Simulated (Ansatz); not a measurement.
## Cd5B3O9F (Cm): band gap by G0W0 on PBE

Wanted: the gap of Cd5B3O9F (Cm) with a many-body correction, and the time that it takes.

Program: Ansatz 0.2.0. Level of theory: PBE, then G0W0 on it, plane waves, PAW. Results are calculated unless marked as measured.

**1. Set-up**

Symmetry: Cm, No. 8, monoclinic system. The conventional cell has a = 8.057 Å, b = 15.966 Å, c = 3.447 Å, α = 90.00°, β = 100.06°, γ = 90.00°. Nearest to Cd lie 4 O at 2.24 to 2.35 Å and 2 F at 2.34 to 2.47 Å. Nearest to Cd lie 5 O at 2.25 to 2.31 Å and 1 F at 2.36 Å. Nearest to Cd lie 6 O at 2.27 to 2.54 Å. Nearest to B lie 3 O at 1.36 to 1.39 Å. Nearest to B lie 3 O at 1.39 Å. O has 1 B at 1.37 Å and 3 Cd at 2.29 to 2.54 Å nearest. Farther neighbours and most contacts between anions are not listed.

The start is a cell from the Crystallography Open Database.

**2. Relaxing the structure**

The structure is relaxed first.

This step: DFT, PBE, plane waves, PAW; PAW set soft_1.

input.yaml

```yaml
crystal:
  lattice:
    - [4.0285, -7.983, 0.0]
    - [4.0285, 7.983, 0.0]
    - [-0.6021197902, 0.0, 3.3940036473]
  atoms:
    - { symbol: Cd, position: [0.2389, 0.2389, 0.7823] }
    - { symbol: Cd, position: [0.97289, 0.73397, 0.0834] }
    - { symbol: Cd, position: [0.73397, 0.97289, 0.0834] }
    - { symbol: Cd, position: [0.65198, 0.30028, 0.4105] }
    - { symbol: Cd, position: [0.30028, 0.65198, 0.4105] }
    - { symbol: B, position: [0.9635, 0.3545, 0.833] }
    - { symbol: B, position: [0.3545, 0.9635, 0.833] }
    - { symbol: B, position: [0.597, 0.597, 0.474] }
    - { symbol: O, position: [0.8981, 0.4393, 0.025] }
    - { symbol: O, position: [0.4393, 0.8981, 0.025] }
    - { symbol: O, position: [0.7589, 0.6081, 0.52] }
    - { symbol: O, position: [0.6081, 0.7589, 0.52] }
    - { symbol: O, position: [0.1554, 0.4428, 0.844] }
    - { symbol: O, position: [0.4428, 0.1554, 0.844] }
    - { symbol: O, position: [0.4228, 0.4228, 0.365] }
    - { symbol: O, position: [0.8303, 0.1759, 0.64] }
    - { symbol: O, position: [0.1759, 0.8303, 0.64] }
    - { symbol: F, position: [0.0278, 0.0278, 0.171] }
kpoints:
  mp_grid: { grid: [4, 4, 6] }
hamiltonian:
  xc: pbe
  pseudopotentials: { kind: paw, azcp: { folder: soft_1 } }
scf:
  occupations: { method: fermi_dirac, width: 0.02 }
relax:
  f_tol: 0.02
  max_steps: 60
```

On the command line:

```sh
ansatz run input.yaml --threads 2 --pin off --max-ram 92160MiB --backend cuda --events-out ev --progress --plain --runs-dir out --devices 1 --max-vram 13GiB
```

Numbers of over 12 decimals in the logs are rounded to 6 here.

Log:

```text
GPUs: using 1 of 1 available (devices: 1).
Engine: ansatz 0.2.0, x86_64-unknown-linux-gnu
Pseudopotentials: kind: paw
Pseudopotential: Cd, paw, valence charge 20, recommended cutoff 420 eV (normal), soft_1/Cd.paw.azcp
Pseudopotential: B, paw, valence charge 3, recommended cutoff 420 eV (normal), soft_1/B.paw.azcp
Pseudopotential: O, paw, valence charge 6, recommended cutoff 420 eV (normal), soft_1/O.paw.azcp
Pseudopotential: F, paw, valence charge 7, recommended cutoff 420 eV (normal), soft_1/F.paw.azcp
Functional definition: PBE
  parameter kappa = 0.804
  parameter beta = 0.066725
  exchange = pbe_x(kappa = kappa, mu = beta*pi^2/3)
  correlation = pbe_c(beta = beta)
device memory: the entry about to start is reckoned to put 3.7 GiB on a device that reports 53.5 GiB free (of which the cap on the GPU budget leaves the run 13.0 GiB)
GPU FFT provider: cuFFT
GPU libraries: cuBLAS 13.8.2, cuFFT 12.4.0, cuSOLVER 12.3.4
Crystal: 18 atoms, lattice volume = 218.299 Å³
Basis set: ecut = 420 eV, 4281 PW (Γ), exchange–correlation on 120×120×48 points (8 copies of the dense FFT grid, shifted against one another)
Bands: 103, of which v1, the nominal top of the filled ones, is band 85 counted from 1 (84 counted from 0)
Symmetry: 2 space group operations
Space group: Cm (ITA 8), of the structure as read, at distance tolerance 6.0e-5 Å
k-points: 34 of 96 (time reversal used)
Non-local potential: Cd, projectors of the file, l = 0: 3, l = 1: 2, l = 2: 2, l = 3: 1
Non-local potential: B, projectors of the file, l = 0: 2, l = 1: 2, l = 2: 1
Non-local potential: O, projectors of the file, l = 0: 2, l = 1: 2, l = 2: 1
Non-local potential: F, projectors of the file, l = 0: 2, l = 1: 2, l = 2: 1
PAW form: soft (Blöchl's): semilocal exchange-correlation on the pseudo side does not see the compensation charge
PAW one-centre angular grid: Cd, 590 points (default); XC on 64 Gauss nodes
PAW one-centre angular grid: B, 110 points (default); XC on 64 Gauss nodes
PAW one-centre angular grid: O, 110 points (default); XC on 64 Gauss nodes
PAW one-centre angular grid: F, 110 points (default); XC on 64 Gauss nodes
Initial density: superposition of atomic densities (chi_scale 0.1, normalization cell, long waves kept (reshape's long-wave potential 0.43 eV rms))
Initial wavefunctions: pseudopotential atomic-orbital guess
GPU buffer pool allocated for 86400 grid points (all kernels)
GPU transforms: local potential and band sums: pruned to the plane-wave sphere, on 60×60×24
Functional: x = pbe(κ = 0.804, μ = 0.219515), c = pbe(β = 0.066725)
SCF iter   1: F=—  HF=-47676.833628 eV  |F-HF|=—  |Δ(HF+E_count)|=         —  Δρ=1.95e-1  dr2=9.92e1  ethr=3.10e-3  ⟨swp⟩=6.0  Hψ=11935  notcnv=0  defer=105
preconditioner: auto → Resta (q_TF=auto, 2.617 Å⁻¹)  ε∞=4.5  [insulator: Δε(μ)=0.134 eV  Ē_g=15.321 eV  σ=0.020 eV  W_gap=0.92  n_scr=64 (ndim 8)  ℏωp=28.7 eV  f_vac=0.017  D(μ)=0.12/eV (n_scr^D=0)  ε∞_Penn≈4.5]
SCF iter   2: F=—  HF=-47667.713244 eV  |F-HF|=—  |Δ(HF+E_count)|=    9.12e0  Δρ=1.23e-1  dr2=1.92e1  ethr=3.10e-3  ⟨swp⟩=4.0  Hψ=11566  notcnv=0  defer=428
SCF iter   3: F=—  HF=-47662.773173 eV  |F-HF|=—  |Δ(HF+E_count)|=    4.94e0  Δρ=4.42e-2  dr2=3.24e0  ethr=3.10e-3  ⟨swp⟩=3.0  Hψ=6801  notcnv=0  defer=437
SCF iter   4: F=—  HF=-47662.179454 eV  |F-HF|=—  |Δ(HF+E_count)|=   5.94e-1  Δρ=1.93e-2  dr2=6.84e-1  ethr=1.90e-3  ⟨swp⟩=3.0  Hψ=6547  notcnv=0  defer=428
SCF iter   5: F=—  HF=-47662.068132 eV  |F-HF|=—  |Δ(HF+E_count)|=   1.11e-1  Δρ=4.57e-3  dr2=6.17e-2  ethr=4.02e-4  ⟨swp⟩=2.9  Hψ=5587  notcnv=0  defer=428
SCF iter   6: F=—  HF=-47662.058983 eV  |F-HF|=—  |Δ(HF+E_count)|=   9.15e-3  Δρ=2.26e-3  dr2=1.30e-2  ethr=3.63e-5  ⟨swp⟩=2.0  Hψ=6238  notcnv=0  defer=430
SCF iter   7: F=—  HF=-47662.062439 eV  |F-HF|=—  |Δ(HF+E_count)|=   3.46e-3  Δρ=1.53e-3  dr2=5.41e-3  ethr=7.63e-6  ⟨swp⟩=2.0  Hψ=5241  notcnv=0  defer=430
SCF iter   8: F=—  HF=-47662.062975 eV  |F-HF|=—  |Δ(HF+E_count)|=   5.36e-4  Δρ=4.93e-4  dr2=5.60e-4  ethr=3.18e-6  ⟨swp⟩=2.0  Hψ=5464  notcnv=0  defer=430
SCF iter   9: F=—  HF=-47662.062932 eV  |F-HF|=—  |Δ(HF+E_count)|=   4.33e-5  Δρ=1.56e-4  dr2=6.74e-5  ethr=3.29e-7  ⟨swp⟩=2.0  Hψ=5301  notcnv=0  defer=430
SCF iter  10: F=-47662.062937 eV  HF=-47662.062936 eV  |F-HF|=8.43e-7  |Δ(HF+E_count)|=   4.36e-6  Δρ=5.70e-5  dr2=5.20e-6  ethr=5.88e-9  ⟨swp⟩=3.0  Hψ=12473  notcnv=0
SCF 1 converged in 10 iterations: F = -47662.062937 eV  dr2 = 5.20e-6
  greatest PAW one-centre occupation: 1.000 electrons in one spin orbital (limit 2), on the Cd atom at site 2 (counted from 0), in its partial waves of l = 1
relax step   1: F+E_penalty+E_count = -47662.06293711 eV  Δ(F+E_penalty+E_count) = +0.000e0 eV  max|allowed force component| = 6.349e-1 eV/Å  Δτ_max = 0.0000 Å  (10 SCF iters, dr2 threshold 1.00e-5 eV, accepted)
[...]
relax step   2: F+E_penalty+E_count = -47662.12092053 eV  Δ(F+E_penalty+E_count) = -5.798e-2 eV  max|allowed force component| = 6.151e-1 eV/Å  Δτ_max = 0.0831 Å  (6 SCF iters, dr2 threshold 2.52e-5 eV, accepted)
[...]
relax step   3: F+E_penalty+E_count = -47662.14023843 eV  Δ(F+E_penalty+E_count) = -1.932e-2 eV  max|allowed force component| = 1.646e-1 eV/Å  Δτ_max = 0.0499 Å  (5 SCF iters, dr2 threshold 2.36e-5 eV, accepted)
[...]
relax step   4: F+E_penalty+E_count = -47662.14176295 eV  Δ(F+E_penalty+E_count) = -1.525e-3 eV  max|allowed force component| = 1.162e-1 eV/Å  Δτ_max = 0.0372 Å  (6 SCF iters, dr2 threshold 1.94e-6 eV, accepted)
[...]
relax step   5: F+E_penalty+E_count = -47662.14396491 eV  Δ(F+E_penalty+E_count) = -2.202e-3 eV  max|allowed force component| = 7.421e-2 eV/Å  Δτ_max = 0.0167 Å  (6 SCF iters, dr2 threshold 9.66e-7 eV, accepted)
[...]
relax step   6: F+E_penalty+E_count = -47662.14469472 eV  Δ(F+E_penalty+E_count) = -7.298e-4 eV  max|allowed force component| = 3.548e-2 eV/Å  Δτ_max = 0.0182 Å  (5 SCF iters, dr2 threshold 2.25e-6 eV, accepted)
[...]
relax step   7: F+E_penalty+E_count = -47662.14486153 eV  Δ(F+E_penalty+E_count) = -1.668e-4 eV  max|allowed force component| = 5.336e-3 eV/Å  Δτ_max = 0.0048 Å  (5 SCF iters, accepted)
SCF converged after 5 iterations
Free energy (F): -47662.144862 eV
Harris-Foulkes:  -47662.144862 eV  (|F-HF|=5.93e-9)
Internal energy: -47662.144862 eV  (E = F + TS)
E sigma→0 (E₀):  -47662.144862 eV
Fermi energy:    9.097715 eV
--- Per-component energies (eV) ---
  E_band       = -2295.025075
  E_kinetic    = 4072.708522
  E_local      = -20454.549088  (includes V_loc(G=0)·N_el)
  E_nonlocal   = 1202.133919
  E_hartree    = 9087.070352
  E_xc         = -1597.315024
  E_vxc        = -2009.927602  (∫ρ·V_xc dr)
  E_paw        = -22415.634035  (= ΣΔE_a)
  E_vpaw       = -3279.542593  (= ΣTr[D̂ρ^β])
  E_aug_tail   = 0.009533  (compensation charges beyond the density's cutoff)
  E_ewald      = -17556.569040
  E_smearing   = -0.000000  (= −TS)
  E_closure    = 0.000000  (closes the sum)
  Σ components = -47662.144862   (vs F -47662.144862, Δ=0.00e0)
--- Forces (eV/Å), atoms counted from 1 ---
  atom   1  Cd    -0.00280090     0.00000000     0.00360039
  atom   2  Cd     0.00038067     0.00413305     0.00388289
  atom   3  Cd     0.00038067    -0.00413305     0.00388289
  atom   4  Cd    -0.00023243    -0.00372620    -0.00301063
  atom   5  Cd    -0.00023243     0.00372620    -0.00301063
  atom   6  B     -0.00313126    -0.00005051    -0.00073936
  atom   7  B     -0.00313126     0.00005051    -0.00073936
  atom   8  B      0.00251888     0.00000000     0.00192016
  atom   9  O     -0.00082671    -0.00090725     0.00028675
  atom  10  O     -0.00082671     0.00090725     0.00028675
  atom  11  O      0.00199817     0.00117921    -0.00221699
  atom  12  O      0.00199817    -0.00117921    -0.00221699
  atom  13  O      0.00058467     0.00251825     0.00245281
  atom  14  O      0.00058467    -0.00251825     0.00245281
  atom  15  O     -0.00140321     0.00000000    -0.00143021
  atom  16  O      0.00188246     0.00284036    -0.00005268
  atom  17  O      0.00188246    -0.00284036    -0.00005268
  atom  18  F      0.00019675     0.00000000    -0.00533830
  max |Σ_I F_I| component: 1.77e-4 eV/Å
--- Relaxed structure (7 steps of the walk, 7 accepted, 0 SCFs on fresh bases) ---
  F+E_penalty+E_count = -47662.14486153 eV   max|allowed force component| = 5.336e-3 eV/Å
  atoms:
    - { symbol: Cd, position: [0.246296, 0.246296, 0.789981] }
    - { symbol: Cd, position: [0.972430, 0.735040, 0.074480] }
    - { symbol: Cd, position: [0.735040, 0.972430, 0.074480] }
    - { symbol: Cd, position: [0.651840, 0.298556, 0.417458] }
    - { symbol: Cd, position: [0.298556, 0.651840, 0.417458] }
    - { symbol: B, position: [0.959523, 0.353299, 0.833926] }
    - { symbol: B, position: [0.353299, 0.959523, 0.833926] }
    - { symbol: B, position: [0.597049, 0.597049, 0.466032] }
    - { symbol: O, position: [0.895751, 0.440655, 0.030223] }
    - { symbol: O, position: [0.440655, 0.895751, 0.030223] }
    - { symbol: O, position: [0.758624, 0.607959, 0.512122] }
    - { symbol: O, position: [0.607959, 0.758624, 0.512122] }
    - { symbol: O, position: [0.150870, 0.439800, 0.850456] }
    - { symbol: O, position: [0.439800, 0.150870, 0.850456] }
    - { symbol: O, position: [0.424560, 0.424560, 0.371582] }
    - { symbol: O, position: [0.825806, 0.173989, 0.627153] }
    - { symbol: O, position: [0.173989, 0.825806, 0.627153] }
    - { symbol: F, position: [0.040373, 0.040373, 0.184868] }
```

Run time: 29 s. Hardware: 1 × NVIDIA H100 80GB HBM3 (shared by 6 runs) with 2 threads of AMD EPYC 7R13 (Zen 3), shared host; peak memory 1 GiB; 46 s of CPU time.

The steps of the relaxation:

| step | energy less that of the first step (eV) | largest force component (eV/Å) |
| --- | --- | --- |
| 1 | 0.0000 | 0.6349 |
| 2 | -0.0580 | 0.6151 |
| 3 | -0.0773 | 0.1646 |
| 4 | -0.0788 | 0.1162 |
| 5 | -0.0810 | 0.0742 |
| 6 | -0.0818 | 0.0355 |
| 7 | -0.0819 | 0.0053 |

Forces are held to the 2 operations that the run works with; a distortion that breaks them can't arise in this run.

The atoms that moved most (Å):

| atom | dx | dy | dz | length |
| --- | --- | --- | --- | --- |
| F18 | 0.093 | 0.000 | 0.047 | 0.104 |
| Cd1 | 0.055 | 0.000 | 0.026 | 0.061 |
| O17 | -0.018 | -0.021 | -0.044 | 0.052 |
| O16 | -0.018 | 0.021 | -0.044 | 0.052 |
| O13 | -0.034 | 0.012 | 0.022 | 0.042 |
| O14 | -0.034 | -0.012 | 0.022 | 0.042 |
| O9 | -0.007 | 0.030 | 0.018 | 0.035 |
| O10 | -0.007 | -0.030 | 0.018 | 0.035 |

**3. Bands along the symmetry lines**

Levels along a band path and on the mesh show where this functional puts the band edges.

input.yaml

```yaml
crystal:
  lattice:
    - [4.0285, -7.983, 0.0]
    - [4.0285, 7.983, 0.0]
    - [-0.6021197902, 0.0, 3.3940036473]
  atoms:
    - { symbol: Cd, position: [0.2462962727, 0.2462962727, 0.7899811322] }
    - { symbol: Cd, position: [0.9724298757, 0.7350402179, 0.0744799693] }
    - { symbol: Cd, position: [0.7350402179, 0.9724298757, 0.0744799693] }
    - { symbol: Cd, position: [0.6518400433, 0.2985555541, 0.4174582514] }
    - { symbol: Cd, position: [0.2985555541, 0.6518400433, 0.4174582514] }
    - { symbol: B, position: [0.9595232564, 0.3532987672, 0.8339259883] }
    - { symbol: B, position: [0.3532987672, 0.9595232564, 0.8339259883] }
    - { symbol: B, position: [0.5970488156, 0.5970488156, 0.4660324346] }
    - { symbol: O, position: [0.8957514981, 0.4406553772, 0.0302231762] }
    - { symbol: O, position: [0.4406553772, 0.8957514981, 0.0302231762] }
    - { symbol: O, position: [0.7586236526, 0.6079587451, 0.5121223716] }
    - { symbol: O, position: [0.6079587451, 0.7586236526, 0.5121223716] }
    - { symbol: O, position: [0.1508703834, 0.4397995868, 0.8504555134] }
    - { symbol: O, position: [0.4397995868, 0.1508703834, 0.8504555134] }
    - { symbol: O, position: [0.4245597349, 0.4245597349, 0.371582259] }
    - { symbol: O, position: [0.8258058128, 0.1739893998, 0.6271527944] }
    - { symbol: O, position: [0.1739893998, 0.8258058128, 0.6271527944] }
    - { symbol: F, position: [0.0403730065, 0.0403730065, 0.1848680449] }
kpoints:
  mp_grid: { grid: [4, 4, 8] }
  band_path:
    path:
      - [[0.0, 0.0, 0.0], [-0.5, 0.5, 0.0], [-0.5, 0.5, -0.5], [0.0, 0.0, -0.5], [0.0, 0.0, 0.0]]
      - [[0.0, 0.5, -0.5], [0.0, 0.0, 0.0], [0.0, 0.5, 0.0]]
    npoints: 10
hamiltonian:
  xc: pbe
  pseudopotentials: { kind: paw, azcp: { folder: soft_1 } }
scf:
  occupations: { method: fermi_dirac, width: 0.02 }
  n_extra_bands: 10
output:
  eigenvalues: true
  forces: true
  stress: true
  write_density: true
  write_potential: true
  elf: true
  volumetric_format: npy
```

Log:

```text
[...]
GPUs: using 1 of 1 available (devices: 1).
[...]
GPU FFT provider: cuFFT
GPU libraries: cuBLAS 13.8.2, cuFFT 12.4.0, cuSOLVER 12.3.4
Crystal: 18 atoms, lattice volume = 218.299 Å³
Basis set: ecut = 420 eV, 4281 PW (Γ), exchange–correlation on 120×120×48 points (8 copies of the dense FFT grid, shifted against one another)
Bands: 95, of which v1, the nominal top of the filled ones, is band 85 counted from 1 (84 counted from 0)
Symmetry: 2 space group operations
[...]
k-points: 44 of 128 (time reversal used)
[...]
GPU buffer pool allocated for 86400 grid points (all kernels)
[...]
SCF iter   1: F=—  HF=-47676.940144 eV  |F-HF|=—  |Δ(HF+E_count)|=         —  Δρ=1.96e-1  dr2=1.01e2  ethr=3.10e-3  ⟨swp⟩=6.0  Hψ=15013  notcnv=0
[...]
SCF iter  13: F=-47662.144903 eV  HF=-47662.144903 eV  |F-HF|=3.73e-8  |Δ(HF+E_count)|=   1.62e-7  Δρ=7.32e-6  dr2=9.55e-8  ethr=5.88e-11  ⟨swp⟩=19.4  Hψ=49879  notcnv=0
SCF 1 converged in 13 iterations: F = -47662.144903 eV  dr2 = 9.55e-8
[...]
NSCF: frozen V_eff on 62 k-points
SCF converged after 13 iterations
Free energy (F): -47662.144903 eV
[...]
Internal energy: -47662.144903 eV  (E = F + TS)
E sigma→0 (E₀):  -47662.144903 eV
Fermi energy:    9.100806 eV
[...]
--- Forces (eV/Å), atoms counted from 1 ---
  atom   1  Cd    -0.00269701     0.00000000     0.00362532
  atom   2  Cd     0.00034996     0.00422549     0.00387935
  atom   3  Cd     0.00034996    -0.00422549     0.00387935
  atom   4  Cd    -0.00030082    -0.00368245    -0.00302015
  atom   5  Cd    -0.00030082     0.00368245    -0.00302015
  atom   6  B     -0.00297705    -0.00026206    -0.00069725
  atom   7  B     -0.00297705     0.00026206    -0.00069725
  atom   8  B      0.00252787     0.00000000     0.00191451
  atom   9  O     -0.00085543    -0.00079552     0.00039556
  atom  10  O     -0.00085543     0.00079552     0.00039556
  atom  11  O      0.00209002     0.00119503    -0.00222849
  atom  12  O      0.00209002    -0.00119503    -0.00222849
  atom  13  O      0.00053761     0.00263656     0.00238967
  atom  14  O      0.00053761    -0.00263656     0.00238967
  atom  15  O     -0.00147925     0.00000000    -0.00144343
  atom  16  O      0.00185980     0.00284270    -0.00011827
  atom  17  O      0.00185980    -0.00284270    -0.00011827
  atom  18  F      0.00026392     0.00000000    -0.00529573
  max |Σ_I F_I| component: 2.37e-5 eV/Å
--- Stress (GPa, compression-positive) ---
        3.425856       0.000000       0.283033
        0.000000       3.101489       0.000000
        0.283020       0.000000       3.332731
  P = ⅓ Tr σ = 3.2867 GPa (32.867 kbar)
--- Band table (eV; the first three rows and the last of 44) ---
  k-point 0: bands = [... 81 lower, 7.6680, 7.7154, 7.8919, 8.1368, 9.9371, 12.7754, 13.2223, 13.2455, ... 6 higher]
  k-point 1: bands = [... 81 lower, 7.5730, 7.8296, 7.8626, 8.1474, 10.4015, 12.9429, 13.3550, 13.4224, ... 6 higher]
  k-point 2: bands = [... 81 lower, 7.4504, 7.7957, 7.9452, 8.1820, 11.4409, 13.2480, 13.6104, 13.8562, ... 6 higher]
  k-point 43: bands = [... 81 lower, 7.5484, 7.6165, 8.0876, 8.1853, 12.8929, 13.6583, 13.7285, 13.9853, ... 6 higher]
```

Run time: 25 s. Hardware: 1 × NVIDIA H100 80GB HBM3 (shared by 6 runs) with 2 threads; peak memory 1.3 GiB.

The column dr2 measures how far the density is from self-consistency, as an energy; F and HF (Harris–Foulkes) agree once it is small.

Numbers from this step:

* pressure: 3.287 GPa
* filled bands: 85
* gap: 1.734 eV
* valence top at: k = (0.000, 0.250, 0.250)
* conduction bottom at: Γ
* least direct gap: 1.800 eV

Over mesh and path the gap is 1.734 eV, from k = (0.000, 0.250, 0.250) to k = Γ. The least direct gap found is 1.800 eV, at k = Γ.

Electronic bands along the path, in eV, zero at the top of the highest nominally filled band:

| point | band 82 | band 83 | band 84 | band 85 | band 86 | band 87 | band 88 | band 89 |
| --- | --- | --- | --- | --- | --- | --- | --- | --- |
| Γ | -0.53 | -0.49 | -0.31 | -0.07 | 1.73 | 4.57 | 5.02 | 5.04 |
| halfway | -0.54 | -0.44 | -0.21 | -0.08 | 2.10 | 3.90 | 4.81 | 5.10 |
| Y | -0.56 | -0.38 | -0.13 | -0.11 | 2.85 | 3.02 | 4.66 | 5.13 |
| halfway | -0.65 | -0.36 | -0.19 | -0.01 | 3.83 | 4.19 | 5.17 | 5.56 |
| M | -0.65 | -0.59 | -0.12 | -0.02 | 4.69 | 5.46 | 5.53 | 5.78 |
| halfway | -0.71 | -0.51 | -0.13 | -0.04 | 4.76 | 5.30 | 5.61 | 5.73 |
| A | -0.65 | -0.51 | -0.14 | -0.06 | 4.84 | 5.21 | 5.66 | 5.73 |
| halfway | -0.75 | -0.41 | -0.26 | -0.02 | 3.24 | 5.05 | 5.41 | 5.65 |
| Γ | -0.53 | -0.49 | -0.31 | -0.07 | 1.73 | 4.57 | 5.02 | 5.04 |
| jump to L2 | -0.74 | -0.29 | -0.17 | -0.13 | 4.92 | 5.25 | 5.44 | 5.61 |
| halfway | -0.70 | -0.39 | -0.27 | -0.06 | 3.29 | 4.87 | 5.31 | 5.61 |
| Γ | -0.53 | -0.49 | -0.31 | -0.07 | 1.73 | 4.57 | 5.02 | 5.04 |
| halfway | -0.56 | -0.40 | -0.24 | -0.07 | 2.20 | 4.21 | 4.54 | 4.87 |
| V2 | -0.59 | -0.37 | -0.17 | -0.07 | 3.08 | 3.30 | 4.39 | 4.65 |

Electrostatic potential energy in the ac plane of the conventional cell at fractional y = 0.000, with atoms of Cd and B and O and F within 0.2 Å of it. With pseudopotentials it is smooth inside the atoms' cores, unlike the true potential.

Ten even steps from '0' (-33 eV) to '9' (14 eV), each cell a mean:
```
28999999999999986678720
18999999888975689999500
59999998634610169999621
99999996100300179889988
99999996101533687557899
99999997436899864334799
99999999888999742123699
99999999999999742124799
89999999999999853346887
```
Columns run along a (8.1 Å; values clipped at the 3rd and 97th percentile), rows up along c (3.4 Å), edges of the conventional cell, whose origin can differ from the input's. Atoms in or near the plane, at fractional coordinates: Cd at (0.75, 0.21), B at (0.40, 0.53), O at (0.58, 0.63), F at (0.96, 0.82).

Valence density in the ac plane of the conventional cell at fractional y = 0.000, with atoms of Cd and B and O and F within 0.2 Å of it. It is the smooth field of the valence electrons, not physical close to the nuclei.

Values in e/Å³, 5 rows by 16 columns, each cell a mean:
```
 3  0  0  0  0  0  0  0  0  1  1  0  0  0  3  9
 1  0  0  0  0  0  0  1  3  6  2  0  0  0  2  5
 0  0  0  0  0  1  0  1  2  3  1  1  2  1  0  0
 0  0  0  0  0  0  0  0  0  0  1 10 17  5  0  0
 0  0  0  0  0  0  0  0  0  0  1  8 10  2  0  1
```
Columns run along a (8.1 Å), rows up along c (3.4 Å), edges of the conventional cell, whose origin can differ from the input's. Atoms in or near the plane, at fractional coordinates: Cd at (0.75, 0.21), B at (0.40, 0.53), O at (0.58, 0.63), F at (0.96, 0.82).

[end of part 1 of 3]

[Paths, hosts, dates, memory and timing lines, banners, echoed tables and standing remarks are left out of the program output.]

[Logs are printed without paths, hosts, clocks, repeated set-up lines and the standing remarks that a program may print on its own settings, such as how far it seeks lower states.]

[Runs of the session that timed out or met a known fault of the program may be left out.]

[Cells called generated may have been cut or substituted from an entry of the Crystallography Open Database or the Materials Project.]

[Hosts, paths, dates, database ids (printed as entryN), source tags and the programs' standing remarks are cut or masked in the printed files.]

[Where an RPA ε∞ is given, it is that of the G0W0 mesh and is not shown converged in it. Names of k-points follow the symmetry that the program found, which can be lower than the space group named. Band edges on a path are those of the sampled points; other points can move an edge, and change direct to indirect where valleys lie close.]

[Hybrid gaps are those of their k-mesh and are not shown converged in it.]
